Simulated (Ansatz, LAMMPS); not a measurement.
# A frame of liquid (Cs,Li,Na)Cl from 1300 K (98 atoms): geometry optimisation, part 2 of 3

How does a frame of liquid (Cs,Li,Na)Cl from 1300 K (98 atoms) relax, and what do bonds, charges and levels look like afterwards?

Ansatz 0.2.0; Kohn-Sham DFT, PBE, PAW (set soft_2), plane waves.

The cell: 15 Cs, 21 Li, 13 Na and 49 Cl. The network of bonds at the start is that of the classical potential that made the cell. The ion parameters were fitted for water, not for melts. Only the Γ point is sampled, in a cell whose shortest periodic width is 15 Å. No spin–orbit coupling is included.

So far. Step 3 (Single point at the start): The r.m.s. force component of 0.38 eV/Å and the pressure of -0.26 GPa set the starting point.

### Step 4. Relaxation

With the cell held, the atoms are moved downhill towards a nearby minimum.

The input, input.yaml:

```yaml
crystal:
  lattice:
    - [15.2653, 0.0, 0.0]
    - [0.0, 15.2653, 0.0]
    - [0.0, 0.0, 15.2653]
  atoms:
    [... the 98 atom lines of step 3 ...]
kpoints:
  mp_grid: { grid: [1, 1, 1] }
hamiltonian:
  xc: pbe
scf:
  occupations: { method: gaussian, width: 0.05 }
output:
  forces: true
relax:
  f_tol: 0.05
  max_steps: 121
```

Started as:

```sh
$ ansatz run input.yaml --threads 4 --pin off --max-ram 8192MiB --backend cpu --events-out ev --progress --plain --runs-dir out
```

Numbers of over 12 decimals in the logs are rounded to 6 here.

Output:

```text
[...]
Crystal: 98 atoms, lattice volume = 3557.263 Å³
Basis set: ecut = 420 eV, 69599 PW (Γ), exchange–correlation on 216×216×216 points (8 copies of the dense FFT grid, shifted against one another)
Bands: 427, of which v1, the nominal top of the filled ones, is band 329 counted from 1 (328 counted from 0)
Symmetry: 1 space group operations
[...]
k-points: 1
[...]
SCF iter   1: F=—  HF=-161741.321214 eV  |F-HF|=—  |Δ(HF+E_count)|=         —  Δρ=8.82e-4  dr2=1.03e-1  ethr=1.77e-3  ⟨swp⟩=7.0  Hψ=1719  notcnv=0  defer=71
[...]
SCF iter   6: F=-161741.255636 eV  HF=-161741.255636 eV  |F-HF|=9.50e-7  |Δ(HF+E_count)|=   1.55e-5  Δρ=6.16e-6  dr2=2.00e-6  ethr=4.26e-9  ⟨swp⟩=2.0  Hψ=1329  notcnv=0
SCF 1 converged in 6 iterations: F = -161741.255636 eV  dr2 = 2.00e-6
[...]
relax step   1: F+E_penalty+E_count = -161741.25563647 eV  Δ(F+E_penalty+E_count) = +0.000e0 eV  max|allowed force component| = 1.814e0 eV/Å  Δτ_max = 0.0000 Å  (6 SCF iters, dr2 threshold 6.25e-5 eV, accepted)
[...]
relax step   2: F+E_penalty+E_count = -161744.93621824 eV  Δ(F+E_penalty+E_count) = -3.681e0 eV  max|allowed force component| = 8.606e-1 eV/Å  Δτ_max = 0.1948 Å  (6 SCF iters, dr2 threshold 1.00e-4 eV, accepted)
[...]
relax step   3: F+E_penalty+E_count = -161747.27767352 eV  Δ(F+E_penalty+E_count) = -2.341e0 eV  max|allowed force component| = 5.863e-1 eV/Å  Δτ_max = 0.1949 Å  (6 SCF iters, dr2 threshold 4.63e-5 eV, accepted)
relax step   4: F+E_penalty+E_count = -161748.84757927 eV  Δ(F+E_penalty+E_count) = -1.570e0 eV  max|allowed force component| = 3.973e-1 eV/Å  Δτ_max = 0.1949 Å  (6 SCF iters, dr2 threshold 7.74e-5 eV, accepted)
relax step   5: F+E_penalty+E_count = -161749.93370862 eV  Δ(F+E_penalty+E_count) = -1.086e0 eV  max|allowed force component| = 2.564e-1 eV/Å  Δτ_max = 0.1950 Å  (6 SCF iters, dr2 threshold 7.25e-5 eV, accepted)
relax step   6: F+E_penalty+E_count = -161750.74883088 eV  Δ(F+E_penalty+E_count) = -8.151e-1 eV  max|allowed force component| = 1.741e-1 eV/Å  Δτ_max = 0.1971 Å  (6 SCF iters, dr2 threshold 2.74e-5 eV, accepted)
relax step   7: F+E_penalty+E_count = -161751.22900160 eV  Δ(F+E_penalty+E_count) = -4.802e-1 eV  max|allowed force component| = 1.666e-1 eV/Å  Δτ_max = 0.1926 Å  (6 SCF iters, dr2 threshold 1.26e-5 eV, accepted)
relax step   8: F+E_penalty+E_count = -161751.54454169 eV  Δ(F+E_penalty+E_count) = -3.155e-1 eV  max|allowed force component| = 1.610e-1 eV/Å  Δτ_max = 0.1951 Å  (6 SCF iters, dr2 threshold 1.28e-5 eV, accepted)
relax step   9: F+E_penalty+E_count = -161751.81435539 eV  Δ(F+E_penalty+E_count) = -2.698e-1 eV  max|allowed force component| = 1.496e-1 eV/Å  Δτ_max = 0.2000 Å  (5 SCF iters, dr2 threshold 2.38e-5 eV, accepted)
relax step  10: F+E_penalty+E_count = -161752.06282947 eV  Δ(F+E_penalty+E_count) = -2.485e-1 eV  max|allowed force component| = 1.287e-1 eV/Å  Δτ_max = 0.1953 Å  (5 SCF iters, dr2 threshold 1.93e-5 eV, accepted)
relax step  11: F+E_penalty+E_count = -161752.24730865 eV  Δ(F+E_penalty+E_count) = -1.845e-1 eV  max|allowed force component| = 1.295e-1 eV/Å  Δτ_max = 0.1951 Å  (5 SCF iters, dr2 threshold 1.23e-5 eV, accepted)
relax step  12: F+E_penalty+E_count = -161752.53345560 eV  Δ(F+E_penalty+E_count) = -2.861e-1 eV  max|allowed force component| = 9.432e-2 eV/Å  Δτ_max = 0.2000 Å  (6 SCF iters, dr2 threshold 1.24e-5 eV, accepted)
relax step  13: F+E_penalty+E_count = -161752.80623747 eV  Δ(F+E_penalty+E_count) = -2.728e-1 eV  max|allowed force component| = 1.386e-1 eV/Å  Δτ_max = 0.1952 Å  (6 SCF iters, dr2 threshold 4.72e-6 eV, accepted)
relax step  14: F+E_penalty+E_count = -161752.96479404 eV  Δ(F+E_penalty+E_count) = -1.586e-1 eV  max|allowed force component| = 8.569e-2 eV/Å  Δτ_max = 0.1950 Å  (6 SCF iters, dr2 threshold 1.02e-5 eV, accepted)
relax step  15: F+E_penalty+E_count = -161753.10803034 eV  Δ(F+E_penalty+E_count) = -1.432e-1 eV  max|allowed force component| = 1.298e-1 eV/Å  Δτ_max = 0.1954 Å  (6 SCF iters, dr2 threshold 2.81e-6 eV, accepted)
relax step  16: F+E_penalty+E_count = -161753.27565357 eV  Δ(F+E_penalty+E_count) = -1.676e-1 eV  max|allowed force component| = 1.894e-1 eV/Å  Δτ_max = 0.1993 Å  (6 SCF iters, dr2 threshold 6.44e-6 eV, accepted)
relax step  17: F+E_penalty+E_count = -161753.41484275 eV  Δ(F+E_penalty+E_count) = -1.392e-1 eV  max|allowed force component| = 1.694e-1 eV/Å  Δτ_max = 0.1972 Å  (6 SCF iters, dr2 threshold 3.59e-5 eV, accepted)
relax step  18: F+E_penalty+E_count = -161753.53293805 eV  Δ(F+E_penalty+E_count) = -1.181e-1 eV  max|allowed force component| = 7.966e-2 eV/Å  Δτ_max = 0.1942 Å  (5 SCF iters, dr2 threshold 2.30e-5 eV, accepted)
relax step  19: F+E_penalty+E_count = -161753.65405644 eV  Δ(F+E_penalty+E_count) = -1.211e-1 eV  max|allowed force component| = 9.464e-2 eV/Å  Δτ_max = 0.1959 Å  (8 SCF iters, accepted)
relax step  20: F+E_penalty+E_count = -161753.75597106 eV  Δ(F+E_penalty+E_count) = -1.019e-1 eV  max|allowed force component| = 6.878e-2 eV/Å  Δτ_max = 0.1925 Å  (8 SCF iters, accepted)
relax step  21: F+E_penalty+E_count = -161753.83795544 eV  Δ(F+E_penalty+E_count) = -8.198e-2 eV  max|allowed force component| = 1.301e-1 eV/Å  Δτ_max = 0.1949 Å  (8 SCF iters, accepted)
relax step  22: F+E_penalty+E_count = -161753.91210942 eV  Δ(F+E_penalty+E_count) = -7.415e-2 eV  max|allowed force component| = 1.021e-1 eV/Å  Δτ_max = 0.1901 Å  (6 SCF iters, dr2 threshold 8.94e-6 eV, accepted)
relax step  23: F+E_penalty+E_count = -161754.02223019 eV  Δ(F+E_penalty+E_count) = -1.101e-1 eV  max|allowed force component| = 9.975e-2 eV/Å  Δτ_max = 0.1954 Å  (6 SCF iters, dr2 threshold 6.42e-6 eV, accepted)
relax step  24: F+E_penalty+E_count = -161754.17945200 eV  Δ(F+E_penalty+E_count) = -1.572e-1 eV  max|allowed force component| = 8.846e-2 eV/Å  Δτ_max = 0.1924 Å  (6 SCF iters, dr2 threshold 6.13e-6 eV, accepted)
relax step  25: F+E_penalty+E_count = -161754.31105750 eV  Δ(F+E_penalty+E_count) = -1.316e-1 eV  max|allowed force component| = 1.490e-1 eV/Å  Δτ_max = 0.1943 Å  (6 SCF iters, dr2 threshold 6.15e-6 eV, accepted)
relax step  26: F+E_penalty+E_count = -161754.43258966 eV  Δ(F+E_penalty+E_count) = -1.215e-1 eV  max|allowed force component| = 1.062e-1 eV/Å  Δτ_max = 0.1958 Å  (5 SCF iters, dr2 threshold 1.75e-5 eV, accepted)
relax step  27: F+E_penalty+E_count = -161754.53518685 eV  Δ(F+E_penalty+E_count) = -1.026e-1 eV  max|allowed force component| = 8.306e-2 eV/Å  Δτ_max = 0.1954 Å  (6 SCF iters, dr2 threshold 5.73e-6 eV, accepted)
[...]
relax step  34: F+E_penalty+E_count = -161754.94995191 eV  Δ(F+E_penalty+E_count) = -3.384e-2 eV  max|allowed force component| = 7.294e-2 eV/Å  Δτ_max = 0.1375 Å  (5 SCF iters, dr2 threshold 9.76e-6 eV, accepted)
relax step  35: F+E_penalty+E_count = -161754.99929833 eV  Δ(F+E_penalty+E_count) = -4.935e-2 eV  max|allowed force component| = 8.428e-2 eV/Å  Δτ_max = 0.1949 Å  (6 SCF iters, dr2 threshold 2.90e-6 eV, accepted)
relax step  36: F+E_penalty+E_count = -161755.05677683 eV  Δ(F+E_penalty+E_count) = -5.748e-2 eV  max|allowed force component| = 6.510e-2 eV/Å  Δτ_max = 0.1919 Å  (6 SCF iters, dr2 threshold 3.87e-6 eV, accepted)
relax step  37: F+E_penalty+E_count = -161755.12461952 eV  Δ(F+E_penalty+E_count) = -6.784e-2 eV  max|allowed force component| = 6.575e-2 eV/Å  Δτ_max = 0.1943 Å  (6 SCF iters, dr2 threshold 2.53e-6 eV, accepted)
relax step  38: F+E_penalty+E_count = -161755.17516284 eV  Δ(F+E_penalty+E_count) = -5.054e-2 eV  max|allowed force component| = 1.418e-1 eV/Å  Δτ_max = 0.1929 Å  (6 SCF iters, dr2 threshold 2.58e-6 eV, accepted)
relax step  39: F+E_penalty+E_count = -161755.20502503 eV  Δ(F+E_penalty+E_count) = -2.986e-2 eV  max|allowed force component| = 9.368e-2 eV/Å  Δτ_max = 0.1181 Å  (5 SCF iters, dr2 threshold 2.01e-5 eV, accepted)
relax step  40: F+E_penalty+E_count = -161755.25516776 eV  Δ(F+E_penalty+E_count) = -5.014e-2 eV  max|allowed force component| = 3.773e-2 eV/Å  Δτ_max = 0.2000 Å  (6 SCF iters, dr2 threshold 3.83e-6 eV, accepted)
relax step  41: F+E_penalty+E_count = -161755.25516801 eV  Δ(F+E_penalty+E_count) = -2.485e-7 eV  max|allowed force component| = 3.773e-2 eV/Å  Δτ_max = 0.0000 Å  (3 SCF iters, accepted)
relax step  42: F+E_penalty+E_count = -161755.28668856 eV  Δ(F+E_penalty+E_count) = -3.152e-2 eV  max|allowed force component| = 3.884e-2 eV/Å  Δτ_max = 0.1951 Å  (7 SCF iters, accepted)
relax step  43: F+E_penalty+E_count = -161755.29730988 eV  Δ(F+E_penalty+E_count) = -1.062e-2 eV  max|allowed force component| = 6.418e-2 eV/Å  Δτ_max = 0.1933 Å  (7 SCF iters, accepted)
relax step  44: F+E_penalty+E_count = -161755.31158508 eV  Δ(F+E_penalty+E_count) = -1.428e-2 eV  max|allowed force component| = 2.324e-2 eV/Å  Δτ_max = 0.0572 Å  (5 SCF iters, dr2 threshold 4.12e-6 eV, accepted)
relax step  45: F+E_penalty+E_count = -161755.31158526 eV  Δ(F+E_penalty+E_count) = -1.876e-7 eV  max|allowed force component| = 2.331e-2 eV/Å  Δτ_max = 0.0000 Å  (3 SCF iters, accepted)
[...]
relax step  46: F+E_penalty+E_count = -161755.32616705 eV  Δ(F+E_penalty+E_count) = -1.458e-2 eV  max|allowed force component| = 2.726e-2 eV/Å  Δτ_max = 0.1322 Å  (7 SCF iters, accepted)
SCF converged after 7 iterations
Free energy (F): -161755.326167 eV
[...]
Internal energy: -161755.326167 eV  (E = F + TS)
E sigma→0 (E₀):  -161755.326167 eV
Fermi energy:    1.648224 eV
[...]
--- Forces (eV/Å), atoms counted from 1 ---
  atom   1  Cs    -0.00215735    -0.00051897    -0.01856399
  atom   2  Cs    -0.00400014     0.00082561     0.00169767
  atom   3  Cs     0.00267024    -0.00289113     0.00184064
  atom   4  Cs     0.00524348     0.00428221     0.00535585
  atom   5  Cs     0.00415385    -0.00729021     0.00992195
  atom   6  Cs     0.00989401    -0.00050783     0.00502326
  atom   7  Cs     0.00134600     0.00532619     0.00247312
  atom   8  Cs    -0.00605800    -0.00438718    -0.00091540
  atom   9  Cs     0.00595407     0.00020268    -0.00491776
  atom  10  Cs    -0.01545222    -0.01840787     0.01839231
  atom  11  Cs    -0.00021667    -0.00457500    -0.00187282
  atom  12  Cs    -0.00174534    -0.00280881    -0.00173845
  atom  13  Cs    -0.00589628     0.00697649     0.00822276
  atom  14  Cs    -0.00281615    -0.00706147    -0.00006777
[...]
atom  97  Cl     0.00320981     0.00867565    -0.00271703
  atom  98  Cl     0.00033857     0.00706415    -0.00353113
  max |Σ_I F_I| component: 6.01e-5 eV/Å
--- Relaxed structure (46 steps of the walk, 46 accepted, 0 SCFs on fresh bases) ---
  F+E_penalty+E_count = -161755.32616705 eV   max|allowed force component| = 2.726e-2 eV/Å
  atoms:
    - { symbol: Cs, position: [0.691491, 0.397562, 0.908571] }
    - { symbol: Cs, position: [0.407708, 0.521129, 0.406204] }
    - { symbol: Cs, position: [0.665115, 0.654676, 0.521953] }
    - { symbol: Cs, position: [0.378753, 0.200865, 0.080860] }
[...]
- { symbol: Cl, position: [0.925058, 0.044427, 0.489889] }
```

It took 23 min on 4 threads of Arm Neoverse V2, shared host; peak memory 4.2 GiB; 88 min of CPU time.

Step by step (22 of 46):

| step | energy less that of the first step (eV) | largest force component (eV/Å) |
| --- | --- | --- |
| 1 | 0.0000 | 1.8141 |
| 3 | -6.0220 | 0.5863 |
| 5 | -8.6781 | 0.2564 |
| 7 | -9.9734 | 0.1666 |
| 10 | -10.8072 | 0.1287 |
| 12 | -11.2778 | 0.0943 |
| 14 | -11.7092 | 0.0857 |
| 16 | -12.0200 | 0.1894 |
| 18 | -12.2773 | 0.0797 |
| 20 | -12.5003 | 0.0688 |
| 22 | -12.6565 | 0.1021 |
| 25 | -13.0554 | 0.1490 |
| 27 | -13.2796 | 0.0831 |
| 29 | -13.4364 | 0.1183 |
| 31 | -13.5824 | 0.0812 |
| 33 | -13.6605 | 0.0988 |
| 35 | -13.7437 | 0.0843 |
| 37 | -13.8690 | 0.0657 |
| 40 | -13.9995 | 0.0377 |
| 42 | -14.0311 | 0.0388 |
| 44 | -14.0559 | 0.0232 |
| 46 | -14.0705 | 0.0273 |

The atoms that moved most (Å):

| atom | dx | dy | dz | length |
| --- | --- | --- | --- | --- |
| Li27 | -0.995 | -1.650 | -2.239 | 2.954 |
| Na39 | 0.777 | -2.198 | 1.355 | 2.696 |
| Na45 | 0.292 | -1.272 | -2.153 | 2.517 |
| Cs8 | -1.766 | -0.064 | 1.593 | 2.379 |
| Cl50 | -1.509 | -0.017 | 1.705 | 2.276 |
| Cl71 | -0.987 | 1.899 | -0.329 | 2.165 |
| Cl94 | 1.579 | 1.388 | 0.421 | 2.144 |
| Cl87 | -0.281 | -0.201 | 1.995 | 2.025 |

The relaxation changed the energy by -144 meV/atom, and atoms moved by 1.3 Å r.m.s., 3.0 Å at most.

### Step 5. Local order after relaxation

Bonds before and after, by the cutoffs listed below:

| pair | bonds before | bonds after | mean before (Å) | mean after (Å) | spread before (Å) | spread after (Å) |
| --- | --- | --- | --- | --- | --- | --- |
| Cl-Li | 68 | 78 | 2.491 | 2.403 | 0.142 | 0.081 |
| Cl-Cs | 64 | 84 | 3.383 | 3.596 | 0.328 | 0.166 |
| Cl-Na | 41 | 53 | 2.825 | 2.765 | 0.160 | 0.093 |

Density 1.95 g/cm³, 36.30 Å³ an atom.

Pair distribution functions g(r), in bins of 0.2 Å:

| r (Å) | total | Cl-Cl | Cl-Li | Cl-Cs | Cl-Na | Li-Li | Li-Cs |
| --- | --- | --- | --- | --- | --- | --- | --- |
| 2.20 | 0.29 | 0.00 | 1.34 | 0.00 | 0.00 | 0.00 | 0.00 |
| 2.40 | 3.21 | 0.00 | 15.00 | 0.00 | 0.00 | 0.00 | 0.00 |
| 2.60 | 1.12 | 0.00 | 2.31 | 0.00 | 4.71 | 0.00 | 0.00 |
| 2.80 | 1.30 | 0.00 | 0.00 | 0.00 | 9.46 | 0.81 | 0.00 |
| 3.00 | 0.37 | 0.00 | 0.16 | 0.00 | 1.27 | 1.41 | 0.00 |
| 3.20 | 0.20 | 0.00 | 0.00 | 0.00 | 0.21 | 1.91 | 0.00 |
| 3.40 | 0.93 | 0.10 | 0.00 | 4.26 | 0.19 | 0.56 | 0.00 |
| 3.60 | 1.51 | 1.27 | 0.11 | 5.57 | 0.00 | 1.49 | 0.68 |
| 3.80 | 1.21 | 2.85 | 0.00 | 2.15 | 0.00 | 1.31 | 0.61 |
| 4.00 | 1.16 | 2.34 | 0.26 | 0.61 | 0.27 | 1.98 | 1.65 |
| 4.20 | 1.16 | 2.22 | 0.46 | 0.44 | 0.50 | 1.44 | 2.81 |
| 4.40 | 0.87 | 1.16 | 0.71 | 0.60 | 0.34 | 1.32 | 1.63 |
| 4.60 | 0.93 | 1.01 | 0.59 | 0.37 | 0.53 | 1.21 | 1.29 |
| 4.80 | 0.93 | 0.93 | 1.19 | 0.58 | 0.58 | 0.85 | 1.17 |
| 5.00 | 0.81 | 0.53 | 0.82 | 0.47 | 1.07 | 0.00 | 1.78 |
| 5.20 | 1.07 | 1.05 | 1.27 | 0.71 | 1.22 | 0.23 | 0.52 |
| 5.40 | 0.99 | 1.02 | 1.41 | 0.33 | 1.13 | 0.22 | 1.23 |
| 5.60 | 0.99 | 0.75 | 1.23 | 0.92 | 1.34 | 0.21 | 1.15 |
| 5.80 | 0.87 | 0.66 | 1.14 | 0.68 | 0.99 | 0.56 | 1.21 |
| 6.00 | 0.99 | 0.72 | 1.33 | 1.02 | 0.99 | 0.35 | 0.99 |
| 6.20 | 1.03 | 0.49 | 1.28 | 1.35 | 1.62 | 1.50 | 0.71 |
| 6.40 | 0.90 | 0.80 | 0.77 | 0.99 | 1.19 | 1.25 | 0.66 |
| 6.60 | 1.08 | 1.06 | 1.04 | 1.50 | 1.02 | 1.03 | 0.52 |
| 6.80 | 1.02 | 1.28 | 0.80 | 1.38 | 0.81 | 0.97 | 0.68 |
| 7.00 | 0.95 | 1.08 | 0.93 | 1.02 | 1.09 | 0.52 | 0.64 |
| 7.20 | 1.04 | 1.00 | 0.95 | 1.23 | 1.03 | 1.11 | 1.12 |
| 7.40 | 0.93 | 0.93 | 0.90 | 1.05 | 0.81 | 1.18 | 0.99 |

Bonds by pair of elements; cutoffs follow the first minimum of g(r), held within bounds set by covalent radii, and pairs that aren't listed don't count as bonded:

| pair A-B | cutoff (Å) | bonds | mean length (Å) | spread (Å) | shortest (Å) | B about A | A about B |
| --- | --- | --- | --- | --- | --- | --- | --- |
| Cl-Li | 2.83 | 78 | 2.40 | 0.081 | 2.25 | 1.59 | 3.71 |
| Cl-Cs | 4.08 | 84 | 3.60 | 0.166 | 3.33 | 1.71 | 5.6 |
| Cl-Na | 3.18 | 53 | 2.77 | 0.093 | 2.62 | 1.08 | 4.08 |

How many atoms have how many bonded neighbours:

| element | mean | 3 | 4 | 5 | 6 | 7 | 8 |
| --- | --- | --- | --- | --- | --- | --- | --- |
| Cl | 4.39 | 2 | 26 | 21 | 0 | 0 | 0 |
| Cs | 5.6 | 1 | 1 | 4 | 7 | 1 | 1 |
| Li | 3.71 | 6 | 15 | 0 | 0 | 0 | 0 |
| Na | 4.08 | 2 | 8 | 3 | 0 | 0 | 0 |

Bond angles, per cent of each kind in bins of 5°:

| angle (°) | Cl-Cs-Cl | Cs-Cl-Li | Cl-Li-Cl | Cl-Na-Cl | Li-Cl-Na |
| --- | --- | --- | --- | --- | --- |
| 55–60 | 1.5 | 0.0 | 0.0 | 0.0 | 0.0 |
| 60–65 | 5.9 | 0.0 | 0.0 | 0.0 | 0.0 |
| 65–70 | 9.4 | 3.7 | 0.0 | 0.0 | 11.1 |
| 70–75 | 9.8 | 4.6 | 0.0 | 0.0 | 1.2 |
| 75–80 | 5.4 | 7.3 | 0.0 | 5.9 | 14.8 |
| 80–85 | 6.4 | 13.8 | 0.0 | 13.1 | 17.3 |
| 85–90 | 3.5 | 9.2 | 1.8 | 9.5 | 2.5 |
| 90–95 | 7.4 | 9.2 | 8.3 | 10.7 | 7.4 |
| 95–100 | 5.4 | 6.4 | 11.1 | 5.9 | 3.7 |
| 100–105 | 4.4 | 4.6 | 16.7 | 10.7 | 6.2 |
| 105–110 | 3.0 | 2.8 | 13.9 | 7.1 | 3.7 |
| 110–115 | 6.4 | 6.4 | 13.0 | 5.9 | 1.2 |
| 115–120 | 3.9 | 2.8 | 10.2 | 4.8 | 2.5 |
| 120–125 | 3.9 | 2.8 | 11.1 | 8.3 | 3.7 |
| 125–130 | 4.4 | 2.8 | 7.4 | 2.4 | 3.7 |
| 130–135 | 3.5 | 1.8 | 2.8 | 2.4 | 2.5 |
| 135–140 | 3.0 | 4.6 | 1.8 | 0.0 | 1.2 |
| 140–145 | 3.9 | 2.8 | 0.9 | 1.2 | 3.7 |
| 145–150 | 2.0 | 6.4 | 0.9 | 2.4 | 3.7 |
| 150–155 | 2.0 | 3.7 | 0.0 | 1.2 | 1.2 |
| 155–160 | 1.0 | 2.8 | 0.0 | 3.6 | 3.7 |
| 160–165 | 2.0 | 1.8 | 0.0 | 1.2 | 0.0 |
| 165–170 | 0.5 | 0.0 | 0.0 | 2.4 | 2.5 |
| 170–175 | 0.5 | 0.0 | 0.0 | 1.2 | 2.5 |
| 175–180 | 1.0 | 0.0 | 0.0 | 0.0 | 0.0 |

Bond angles (no mean is given where the spread exceeds 20°):

| angle | count | mean (°) | spread (°) |
| --- | --- | --- | --- |
| Cl-Cs-Cl | 203 | - | - |
| Cs-Cl-Li | 109 | - | - |
| Cl-Li-Cl | 108 | 110 | 12.5 |
| Cl-Na-Cl | 84 | - | - |
| Li-Cl-Na | 81 | - | - |

Bond length by coordination (bonds to H left out):

| element | coordination | atoms | mean bond length (Å) |
| --- | --- | --- | --- |
| Cl | 3 | 2 | 2.72 |
| Cl | 4 | 26 | 2.89 |
| Cl | 5 | 21 | 3.04 |
| Cs | 3 | 1 | 3.39 |
| Cs | 4 | 1 | 3.48 |
| Cs | 5 | 4 | 3.54 |
| Cs | 6 | 7 | 3.63 |
| Cs | 7 | 1 | 3.64 |
| Cs | 8 | 1 | 3.66 |
| Li | 3 | 6 | 2.33 |
| Li | 4 | 15 | 2.43 |
| Na | 3 | 2 | 2.68 |
| Na | 4 | 8 | 2.75 |
| Na | 5 | 3 | 2.83 |

First main peaks of g(r), for some of the pairs, lie near 3.8 Å (Cl-Cl), 2.4 Å (Cl-Li), 3.5 Å (Cl-Cs), 2.7 Å (Cl-Na), 3.1 Å (Li-Li) and 4.1 Å (Li-Cs). With the cutoffs above, 53 % of Cl atoms have 4, 47 % of Cs atoms have 6, 71 % of Li atoms have 4 and 62 % of Na atoms have 4 bonded neighbours.

(Continued in part 3 of 3.)

[Logs are printed without paths, hosts, clocks, repeated set-up lines and the standing remarks that a program may print on its own settings, such as how far it seeks lower states.]

[Hosts, paths, dates, database ids (printed as entryN), source tags and the programs' standing remarks are cut or masked in the printed files.]
